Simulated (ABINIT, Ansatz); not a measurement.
# RbCaH3 (Pm-3m): third-order response, part 2 of 3

Wanted: vibrational spectra of RbCaH3 (Pm-3m) from linear and non-linear response.

ABINIT 10.8.3; DFT LDA, scalar-relativistic, plane waves, PseudoDojo norm-conserving pseudopotentials.

So far. Step 3 (Relaxation): The volume changes by -9.6 % in this run and stands -9.6 % from the first cell. The relaxed cell has a = 4.397 Å (conventional setting).

## (6) Linear response at Γ

The derivative of the wavefunctions by k comes first, since the response to a field is built on it; then the field and the displacements that symmetry doesn't supply are solved at q = 0. By the 2n+1 theorem the first-order wavefunctions also give third derivatives: Raman tensors and the non-linear susceptibility.

It reads the wavefunctions written in step 4.

Input file dfpt_gamma.abi:

```
ndtset 3

# common to the responses
getwfk_filepath "gso_WFK"
kptopt 2
nqpt 1
qpt 0.0 0.0 0.0
asr 0
chneut 0

# d/dk
rfelfd1 2
rfdir1 1 1 1
iscf1 -3
tolwfr1 1.0d-20

# displacements, field
rfphon2 1
rfatpol2 1 5
rfdir2 1 1 1
rfelfd2 3
getddk2 1
tolvrs2 1.0d-10
prepanl2 1
prtden2 1

# third order
optdriver3 5
getden_filepath3 "gso_DEN"
get1den3 2
get1wf3 2
getddk3 1
d3e_pert1_elfd3 1
d3e_pert1_phon3 1
d3e_pert1_atpol3 1 5
d3e_pert1_dir3 1 1 1
d3e_pert2_elfd3 1
d3e_pert2_dir3 1 1 1
d3e_pert3_elfd3 1
d3e_pert3_dir3 1 1 1
usepead3 1
tolvrs3 1.0d-10

# basis, mesh and filling
ecut 31.0
ngkpt 4 4 4
nshiftk 1
shiftk 0.5 0.5 0.5
istwfk *1
occopt 1
nband 11
nstep 100
diemac 9.0
prtebands 0
prtgsr 0

# cell and atoms
acell 3*1.0 Angstrom
rprim 
    4.397240053 0.0 0.0
    0.0 4.397240053 0.0
    0.0 0.0 4.397240053
ntypat 3
znucl 37 20 1
natom 5
typat 1 2 3 3 3
xred 
    0.0 0.0 0.0
    0.5 0.5 0.5
    0.0 0.5 0.5
    0.5 0.0 0.5
    0.5 0.5 0.0
pp_dirpath "./pseudo"
pseudos "Rb.upf, Ca.upf, H.upf"
```

Command:

```bash
> OMP_NUM_THREADS=1 mpirun -n 4 abinit dfpt_gamma.abi > dfpt_gamma.log
```

Numbers of over 12 decimals in the logs are rounded to 6 here.

dfpt_gamma.abo, the main output file:

```text
[banners, grids, parts of the stress and lines that vanish by symmetry left out]
- input  file    -> dfpt_gamma.abi
- output file    -> dfpt_gamma.abo
- root for input  files -> dfpt_gammai
[...]
DATASET    1 : space group Pm -3 m (#221); Bravais cP (primitive cubic)
[...]
nfft =       91125          nkpt =          32
[...]
DATASET    2 : space group Pm -3 m (#221); Bravais cP (primitive cubic)
[...]
nfft =       91125          nkpt =          32
[...]
DATASET    3 : space group Pm -3 m (#221); Bravais cP (primitive cubic)
[...]
mpw =        4743          nfft =       91125          nkpt =          32
[...]
== DATASET  1 ==================================================================
[...]
cutoff_energies: {ecut:  31.0, pawecutdg:  -1.0, }
[...]
-  1.00000   1.00000  180309                  znucl, zion, pspdat
[...]
Perturbation : derivative vs k along direction   1
[...]
-ETOT  1  -11.892170742520     -1.189E+01 7.535E-02 0.000E+00
 ETOT  2  -11.984751019975     -9.258E-02 1.266E-02 0.000E+00
 ETOT  3  -11.988727969025     -3.977E-03 4.394E-04 0.000E+00
 ETOT  4  -11.988972109319     -2.441E-04 4.480E-05 0.000E+00
 ETOT  5  -11.988988781298     -1.667E-05 2.711E-06 0.000E+00
[...]
At SCF step   19   max residual=  9.50E-21 < tolwfr=  1.00E-20 =>converged.
[...]
Perturbation : derivative vs k along direction   2
[...]
-ETOT  1  -11.891071884240     -1.189E+01 7.535E-02 0.000E+00
[...]
At SCF step   19   max residual=  9.50E-21 < tolwfr=  1.00E-20 =>converged.
[...]
Perturbation : derivative vs k along direction   3
[...]
-ETOT  1  -11.892170881749     -1.189E+01 7.535E-02 0.000E+00
[...]
At SCF step   19   max residual=  9.50E-21 < tolwfr=  1.00E-20 =>converged.
[...]
1        1       0.8981208847   -0.0000000000
     1        2       0.0000000000    0.0000000000
     1        3       0.0000000000    0.0000000000
     2        1       0.0000000000    0.0000000000
     2        2       0.8981208847   -0.0000000000
     2        3       0.0000000000    0.0000000000
     3        1       0.0000000000    0.0000000000
     3        2       0.0000000000    0.0000000000
     3        3       0.8981208848    0.0000000000
[...]
== DATASET  2 ==================================================================
[...]
cutoff_energies: {ecut:  31.0, pawecutdg:  -1.0, }
[...]
Perturbation : displacement of atom   1   along direction   1
[...]
-ETOT  1   1.522017     -1.326E+03 5.192E+00 1.035E+02
[...]
At SCF step   12       vres2   =  3.10E-11 < tolvrs=  1.00E-10 =>converged.
[...]
Perturbation : displacement of atom   2   along direction   1
[...]
-ETOT  1   9.284986     -3.118E+03 1.290E+01 4.159E+02
[...]
At SCF step   13       vres2   =  2.59E-12 < tolvrs=  1.00E-10 =>converged.
[...]
Perturbation : displacement of atom   3   along direction   1
[...]
-ETOT  1   4.626457     -7.008E+01 1.515E-01 2.531E+03
[...]
At SCF step   11       vres2   =  6.79E-11 < tolvrs=  1.00E-10 =>converged.
[...]
Perturbation : displacement of atom   3   along direction   2
[...]
-ETOT  1  0.958378     -6.898E+01 2.698E-01 1.963E+03
[...]
At SCF step   11       vres2   =  4.84E-11 < tolvrs=  1.00E-10 =>converged.
[...]
Perturbation : homogeneous electric field along direction   1
[...]
-ETOT  1  -59.695114754146     -5.970E+01 1.642E+00 5.790E+03
[...]
At SCF step   13       vres2   =  5.60E-11 < tolvrs=  1.00E-10 =>converged.
[...]
Perturbation : homogeneous electric field along direction   2
[...]
-ETOT  1  -59.686322365953     -5.969E+01 1.642E+00 5.781E+03
[...]
At SCF step   13       vres2   =  3.92E-11 < tolvrs=  1.00E-10 =>converged.
[...]
Perturbation : homogeneous electric field along direction   3
[...]
-ETOT  1  -59.695115273266     -5.970E+01 1.642E+00 5.790E+03
[...]
ETOT 12  -64.126861930008     -1.283E-10 3.913E-11 5.635E-10
 ETOT 13  -64.126861930021     -1.337E-11 5.322E-12 5.535E-11
 At SCF step   13       vres2   =  5.53E-11 < tolvrs=  1.00E-10 =>converged.
[...]
Dielectric tensor, in cartesian coordinates,
[...]
1    7   1    7         3.4564677888        -0.0000000000
   1    7   2    7        -0.0000000000        -0.0000000000
   1    7   3    7        -0.0000000000        -0.0000000000
   2    7   1    7        -0.0000000000        -0.0000000000
   2    7   2    7         3.4564677888        -0.0000000000
   2    7   3    7        -0.0000000000        -0.0000000000
   3    7   1    7        -0.0000000000        -0.0000000000
   3    7   2    7        -0.0000000000        -0.0000000000
   3    7   3    7         3.4564677888        -0.0000000000
  Effective charges, in cartesian coordinates,
[...]
1    1   1    7         1.0878498211         0.0000000000
   2    1   1    7         0.0000000000         0.0000000000
   3    1   1    7         0.0000000000         0.0000000000
   1    2   1    7         1.7364705690         0.0000000000
   2    2   1    7         0.0000000000         0.0000000000
[...]
Effective charges, in cartesian coordinates,
[...]
2    7   1    5         0.0000000000         0.0000000000
   3    7   1    5         0.0000000000         0.0000000000
   1    7   2    5         0.0000000000         0.0000000000
   2    7   2    5        -0.8776735161         0.0000000000
   3    7   2    5         0.0000000000         0.0000000000
   1    7   3    5         0.0000000000         0.0000000000
   2    7   3    5         0.0000000000         0.0000000000
   3    7   3    5        -1.0684420074         0.0000000000
  Phonon wavevector (reduced coordinates) :  0.00000  0.00000  0.00000
 Phonon energies in Hartree :
[...]
Phonon frequencies in cm-1    :
- -4.952632E-01 -4.952630E-01 -4.952623E-01  1.083494E+02  1.083494E+02
-  1.083494E+02  3.507424E+02  3.507424E+02  3.507424E+02  4.070939E+02
-  4.070939E+02  4.070939E+02  1.206295E+03  1.206295E+03  1.206295E+03
  Phonon at Gamma, with non-analyticity in the
[...]
Phonon energies in Hartree :
[...]
Phonon frequencies in cm-1    :
- -4.952632E-01 -4.952630E-01 -4.951790E-01  1.083494E+02  1.083494E+02
-  1.186881E+02  3.507424E+02  3.507424E+02  3.507424E+02  4.070939E+02
-  4.070939E+02  6.422468E+02  1.206295E+03  1.206295E+03  1.290937E+03
  Phonon at Gamma, with non-analyticity in the
[...]
Phonon energies in Hartree :
[...]
Phonon frequencies in cm-1    :
- -4.952632E-01 -4.952623E-01 -4.951796E-01  1.083494E+02  1.083494E+02
-  1.186881E+02  3.507424E+02  3.507424E+02  3.507424E+02  4.070939E+02
-  4.070939E+02  6.422468E+02  1.206295E+03  1.206295E+03  1.290937E+03
  Phonon at Gamma, with non-analyticity in the
[...]
Phonon energies in Hartree :
[...]
Phonon frequencies in cm-1    :
- -4.952630E-01 -4.952623E-01 -4.951799E-01  1.083494E+02  1.083494E+02
-  1.186881E+02  3.507424E+02  3.507424E+02  3.507424E+02  4.070939E+02
-  4.070939E+02  6.422468E+02  1.206295E+03  1.206295E+03  1.290937E+03
[...]
== DATASET  3 ==================================================================
[...]
cutoff_energies: {ecut:  31.0, pawecutdg:  -1.0, }
[...]
1          1       -0.000000000       -0.000000000       -0.000000000
[...]
1          2       -0.000000000       -0.000000000       -0.000000000
[...]
1          3       -0.000000000       -0.000000000       -0.000000000
[...]
2          1       -0.000000000       -0.000000000       -0.000000000
[...]
2          2       -0.000000000       -0.000000000       -0.000000000
[...]
2          3       -0.000000000       -0.000000000       -0.000000000
[...]
3          1       -0.000000000       -0.000000000       -0.000000000
[...]
3          2       -0.000000000       -0.000000000       -0.000000000
[...]
3          3       -0.000000000       -0.000000000       -0.000000000
[...]
4          1       -0.000000000       -0.000000000       -0.000000000
[...]
4          2       -0.000000000       -0.000000000       -0.000000000
[...]
4          3       -0.000000000       -0.000000000       -0.000000000
[...]
5          1       -0.000000000       -0.000000000       -0.000000000
[...]
5          2       -0.000000000       -0.000000000       -0.000000000
[...]
5          3       -0.000000000       -0.000000000       -0.000000000
[...]
strten2     0.0000000000E+00  0.0000000000E+00  0.0000000000E+00
           strten3     0.0000000000E+00  0.0000000000E+00  0.0000000000E+00
================================================================================
```

Wall time 3.6 min (4 MPI ranks of Arm Neoverse V1, shared host).

Numbers from this step:

| Item | Value |
| --- | --- |
| miss of the charge sum rule | 5.31e-4 e |
| largest acoustic frequency at the zone centre before the sum rule | -0.5 cm⁻¹ |
| highest optical zone-centre mode (no LO-TO term) | 1206 cm⁻¹ |
| lowest optical zone-centre mode | 108.3 cm⁻¹ |
| mean high-frequency dielectric constant | 3.457 |
| largest Born charge in size (third of the trace) | 1.736 e |

Born charge (rows field, columns displacement), before the sum rule (e), principal values of the symmetric part by kind of site:

| atom | atoms with these values | low | middle | high | mean |
| --- | --- | --- | --- | --- | --- |
| Rb1 | 1 | 1.09 | 1.09 | 1.09 | 1.09 |
| Ca2 | 1 | 1.74 | 1.74 | 1.74 | 1.74 |
| H3 | 3 | -1.07 | -0.88 | -0.88 | -0.94 |

In full for Ca2:

```
1.74 0.00 0.00
0.00 1.74 0.00
0.00 0.00 1.74
```

High-frequency dielectric tensor:

```
3.46 0.00 0.00
0.00 3.46 0.00
0.00 0.00 3.46
```

The acoustic modes at Γ come out as far as 0.5 cm⁻¹ from zero, where they should vanish, a small numerical error; the Born charges miss their sum rule by 5.3e-4 e, which is good.

## (7) Modes with the sum rule

anaddb reads the merged derivatives, imposes the acoustic sum rule and charge neutrality, and adds the LO-TO term along chosen directions.

Input file anaddb.abi:

```
ddb_filepath "gamma_DDB"
output_file "anaddb.abo"
outdata_prefix "anaddb"
asr 1
chneut 1
enunit 2
eivec 1
nph1l 1
qph1l 0.0 0.0 0.0 1.0
dieflag 1
nph2l 3
qph2l 
    1.0 0.0 0.0 0.0
    0.0 0.0 1.0 0.0
    1.0 1.0 1.0 0.0
nlflag 1
ramansr 1
alphon 1
prtmbm 1
```

Input file mrgddb.in:

```
gamma_DDB
merged
3
dfpt_gammao_DS2_DDB
dfpt_gammao_DS3_DDB
gso_DDB
```

Command:

```bash
> mrgddb < mrgddb.in > mrgddb.log
> OMP_NUM_THREADS=1 anaddb anaddb.abi > anaddb.log
```

anaddb.abo, the main output file:

```text
[banners, grids, parts of the stress and lines that vanish by symmetry left out]
-outvars_anaddb: echo values of input variables ----------------------

 Flags :
[...]
Dielectric Tensor and Effective Charges
[...]
Effective charge tensors after
[...]
1          1       -0.000000000       -0.000000000       -0.000000000
[...]
1          2       -0.000000000       -0.000000000       -0.000000000
[...]
1          3       -0.000000000       -0.000000000       -0.000000000
[...]
2          1       -0.000000000       -0.000000000       -0.000000000
[...]
2          2       -0.000000000       -0.000000000       -0.000000000
[...]
2          3       -0.000000000       -0.000000000       -0.000000000
[...]
3          1       -0.000000000       -0.000000000       -0.000000000
[...]
3          2       -0.000000000       -0.000000000       -0.000000000
[...]
3          3       -0.000000000       -0.000000000       -0.000000000
[...]
4          1       -0.000000000       -0.000000000       -0.000000000
[...]
4          2       -0.000000000       -0.000000000       -0.000000000
[...]
4          3       -0.000000000       -0.000000000       -0.000000000
[...]
5          1       -0.000000000       -0.000000000       -0.000000000
[...]
5          2       -0.000000000       -0.000000000       -0.000000000
[...]
5          3       -0.000000000       -0.000000000       -0.000000000
[...]
Phonon wavevector (reduced coordinates) :  0.00000  0.00000  0.00000
 Phonon energies in Hartree :
[...]
Phonon energies in meV     :
-  0.000000E+00  0.000000E+00  0.000000E+00  1.343392E+01  1.343392E+01
-  1.343392E+01  4.348643E+01  4.348643E+01  4.348643E+01  5.047314E+01
-  5.047314E+01  5.047314E+01  1.495615E+02  1.495615E+02  1.495615E+02
 Phonon frequencies in cm-1    :
-  0.000000E+00  0.000000E+00  0.000000E+00  1.083519E+02  1.083519E+02
-  1.083519E+02  3.507417E+02  3.507417E+02  3.507417E+02  4.070933E+02
-  4.070933E+02  4.070933E+02  1.206295E+03  1.206295E+03  1.206295E+03
 Phonon frequencies in Thz     :
-  0.000000E+00  0.000000E+00  0.000000E+00  3.248308E+00  3.248308E+00
-  3.248308E+00  1.051497E+01  1.051497E+01  1.051497E+01  1.220435E+01
-  1.220435E+01  1.220435E+01  3.616380E+01  3.616380E+01  3.616380E+01
 Phonon energies in Kelvin  :
-  0.000000E+00  0.000000E+00  0.000000E+00  1.558942E+02  1.558942E+02
-  1.558942E+02  5.046390E+02  5.046390E+02  5.046390E+02  5.857164E+02
-  5.857164E+02  5.857164E+02  1.735589E+03  1.735589E+03  1.735589E+03
[...]
-  1  0.00000000E+00  0.00000000E+00  2.06562244E-03
-     0.00000000E+00  0.00000000E+00  0.00000000E+00
-  2  0.00000000E+00  0.00000000E+00  2.06562000E-03
-     0.00000000E+00  0.00000000E+00  0.00000000E+00
-  3  0.00000000E+00  0.00000000E+00  2.06561975E-03
-     0.00000000E+00  0.00000000E+00  0.00000000E+00
-  4  0.00000000E+00  0.00000000E+00  2.06561975E-03
-     0.00000000E+00  0.00000000E+00  0.00000000E+00
-  5  0.00000000E+00  0.00000000E+00  2.06561931E-03
-     0.00000000E+00  0.00000000E+00  0.00000000E+00
[...]
-  1  3.41563915E-07 -2.06562241E-03  0.00000000E+00
-     0.00000000E+00  0.00000000E+00  0.00000000E+00
-  2  3.41563512E-07 -2.06561997E-03  0.00000000E+00
-     0.00000000E+00  0.00000000E+00  0.00000000E+00
-  3  3.41563398E-07 -2.06561972E-03  0.00000000E+00
-     0.00000000E+00  0.00000000E+00  0.00000000E+00
-  4  3.41563470E-07 -2.06561928E-03  0.00000000E+00
-     0.00000000E+00  0.00000000E+00  0.00000000E+00
-  5  3.41563470E-07 -2.06561972E-03  0.00000000E+00
-     0.00000000E+00  0.00000000E+00  0.00000000E+00
[...]
-  1  2.06562241E-03  3.41563907E-07  0.00000000E+00
-     0.00000000E+00  0.00000000E+00  0.00000000E+00
-  2  2.06561997E-03  3.41563504E-07  0.00000000E+00
-     0.00000000E+00  0.00000000E+00  0.00000000E+00
-  3  2.06561928E-03  3.41563462E-07  0.00000000E+00
-     0.00000000E+00  0.00000000E+00  0.00000000E+00
-  4  2.06561972E-03  3.41563390E-07  0.00000000E+00
-     0.00000000E+00  0.00000000E+00  0.00000000E+00
[...]
-  4  1.07132227E-03 -2.06885906E-07  0.00000000E+00
[...]
-  5  1.07132227E-03  0.00000000E+00  0.00000000E+00
[...]
-     1         -0.000000    -0.000000     0.000001     0.000001
-     2         -0.000000    -0.000001     0.000000     0.000001
[...]
-    14         -0.000000    -1.022778     0.000000     1.022778
-    15          1.022778     0.000000    -0.000000     1.022778
[...]
-   1     Real    0.0000E+00  0.0000E+00  0.0000E+00  0.0000E+00  0.0000E+00  0.0000E+00  0.0000E+00
[...]
-   2     Real    0.0000E+00  0.0000E+00  0.0000E+00  0.0000E+00  0.0000E+00  0.0000E+00  0.0000E+00
[...]
-   3     Real    0.0000E+00  0.0000E+00  0.0000E+00  0.0000E+00  0.0000E+00  0.0000E+00  0.0000E+00
[...]
-   4     Real    0.0000E+00  0.0000E+00  2.2956E-05  0.0000E+00  0.0000E+00  0.0000E+00  2.2956E-05
[...]
-   5     Real    0.0000E+00  2.2956E-05  0.0000E+00  0.0000E+00  0.0000E+00  0.0000E+00  2.2956E-05
[...]
-   6     Real    2.2956E-05  0.0000E+00  0.0000E+00  0.0000E+00  0.0000E+00  0.0000E+00  2.2956E-05
[...]
-   7     Real    0.0000E+00  0.0000E+00  0.0000E+00  0.0000E+00  0.0000E+00  0.0000E+00  0.0000E+00
[...]
-   8     Real    0.0000E+00  0.0000E+00  0.0000E+00  0.0000E+00  0.0000E+00  0.0000E+00  0.0000E+00
[...]
-   9     Real    0.0000E+00  0.0000E+00  0.0000E+00  0.0000E+00  0.0000E+00  0.0000E+00  0.0000E+00
[...]
-  10     Real    0.0000E+00  0.0000E+00  9.2685E-04  0.0000E+00  0.0000E+00  0.0000E+00  9.2685E-04
[...]
-  11     Real    0.0000E+00  9.2685E-04  0.0000E+00  0.0000E+00  0.0000E+00  0.0000E+00  9.2685E-04
[...]
-  12     Real    9.2685E-04  0.0000E+00  0.0000E+00  0.0000E+00  0.0000E+00  0.0000E+00  9.2685E-04
[...]
-  13     Real    0.0000E+00  0.0000E+00  5.5919E-04  0.0000E+00  0.0000E+00  0.0000E+00  5.5919E-04
[...]
-  14     Real    0.0000E+00  5.5919E-04  0.0000E+00  0.0000E+00  0.0000E+00  0.0000E+00  5.5919E-04
[...]
-  15     Real    5.5919E-04  0.0000E+00  0.0000E+00  0.0000E+00  0.0000E+00  0.0000E+00  5.5919E-04
[...]
-         0.000000000       0.000000000       0.000000000
-         0.000000000       0.000000000       0.000000000
-         0.000000000       0.000000000       0.000000000
[...]
-         0.000000000       0.000000000       0.000000000
-         0.000000000       0.000000000       0.000000000
-         0.000000000       0.000000000       0.000000000
[...]
Phonon at Gamma, with non-analyticity in the
[...]
Phonon energies in Hartree :
[...]
Phonon energies in meV     :
-  0.000000E+00  0.000000E+00  0.000000E+00  1.343392E+01  1.343392E+01
-  1.471613E+01  4.348643E+01  4.348643E+01  4.348643E+01  5.047314E+01
-  5.047314E+01  7.963306E+01  1.495615E+02  1.495615E+02  1.600581E+02
 Phonon frequencies in cm-1    :
-  0.000000E+00  0.000000E+00  0.000000E+00  1.083519E+02  1.083519E+02
[...]
Phonon frequencies in Thz     :
[...]
Phonon energies in Kelvin  :
[...]
-  1  0.00000000E+00  0.00000000E+00  2.06562244E-03
[...]
-  2  0.00000000E+00  0.00000000E+00  2.06562000E-03
[...]
-  3  0.00000000E+00  0.00000000E+00  2.06561975E-03
[...]
-  4  0.00000000E+00  0.00000000E+00  2.06561975E-03
[...]
Phonon at Gamma, with non-analyticity in the
[...]
Phonon energies in Hartree :
[...]
Phonon energies in meV     :
[...]
Phonon frequencies in cm-1    :
[...]
Phonon frequencies in Thz     :
[...]
Phonon energies in Kelvin  :
[...]
Phonon at Gamma, with non-analyticity in the
[...]
Phonon energies in Hartree :
[...]
Phonon energies in meV     :
[...]
Phonon frequencies in cm-1    :
[...]
Phonon frequencies in Thz     :
[...]
Phonon energies in Kelvin  :
[...]
-  1.707736E+02  5.046390E+02  5.046390E+02  5.046390E+02  5.857164E+02
-  5.857164E+02  9.241033E+02  1.735589E+03  1.735589E+03  1.857397E+03
[...]
-  4  8.51844047E-04  1.28764915E-02 -2.53768053E-04
[...]
-  5  8.51844047E-04 -5.98075995E-04  5.46359026E-03
[...]
-         0.000000000       0.000000000       0.000000000
-         0.000000000       0.000000000       0.000000000
[...]
Direction                     Dielectric constant
[...]
0.00000   0.00000   1.00000     11.82485615
   1.00000   1.00000   1.00000     11.82485615
-
```

Wall time 1.5 s (1 thread).

Numbers from this step:

```
mean static dielectric constant      : 11.82
highest mode moved by the LO-TO term : 1291 cm⁻¹
```

No LO-TO term; unit eigenvectors of the mass-weighted matrix, from anaddb's displacements. The modes at Γ (shares of kinetic energy by element, %):

| mode | frequency (cm⁻¹) | symmetry | Rb % | Ca % | H % |
| --- | --- | --- | --- | --- | --- |
| 1 | 0.0 | acoustic | 66 | 31 | 2 |
| 2 | 0.0 | acoustic | 66 | 31 | 2 |
| 3 | 0.0 | acoustic | 66 | 31 | 2 |
| 4 | 108.4 | T1u | 34 | 62 | 5 |
| 5 | 108.4 | T1u | 34 | 62 | 5 |
| 6 | 108.4 | T1u | 34 | 62 | 5 |
| 7 | 350.7 | T2u | 0 | 0 | 100 |
| 8 | 350.7 | T2u | 0 | 0 | 100 |
| 9 | 350.7 | T2u | 0 | 0 | 100 |
| 10 | 407.1 | T1u | 0 | 5 | 95 |
| 11 | 407.1 | T1u | 0 | 5 | 95 |
| 12 | 407.1 | T1u | 0 | 5 | 95 |
| 13 | 1206.3 | T1u | 0 | 2 | 98 |
| 14 | 1206.3 | T1u | 0 | 2 | 98 |
| 15 | 1206.3 | T1u | 0 | 2 | 98 |

Displacements in mode 4 (108.4 cm⁻¹), the largest set to 1:
```
Rb1  0.00  0.00  0.48
Ca2  0.00  0.00 -0.96
H3   0.00  0.00 -1.00
H4   0.00  0.00 -1.00
H5   0.00  0.00 -0.89
```

Displacements in mode 10 (407.1 cm⁻¹), the largest set to 1:
```
Rb1  0.00  0.00  0.00
Ca2  0.00  0.00  0.05
H3   0.00  0.00 -1.00
H4   0.00  0.00 -1.00
H5   0.00  0.00 -0.05
```

Trace of the oscillator strength, degenerate modes summed. Lines of the infrared spectrum (strongest = 100):

| position (cm⁻¹) | lines merged | IR intensity, relative |
| --- | --- | --- |
| 108 | 3 | 2.5 |
| 351 | 3 | 0.0 |
| 407 | 3 | 100 |
| 1206 | 3 | 60 |

Static dielectric tensor (ions relaxed, fixed cell):

```
11.82  0.00  0.00
 0.00 11.82  0.00
 0.00  0.00 11.82
```

The rule moves no optical mode by more than 0.1 cm⁻¹.

[end of part 2 of 3]

[Host names and launcher messages were left out of these logs when they were recorded.]

[Logs are printed without paths, hosts, clocks, repeated set-up lines and the standing remarks that a program may print on its own settings, such as how far it seeks lower states.]

[Hosts, paths, dates, database ids (printed as entryN), source tags and the programs' standing remarks are cut or masked in the printed files.]
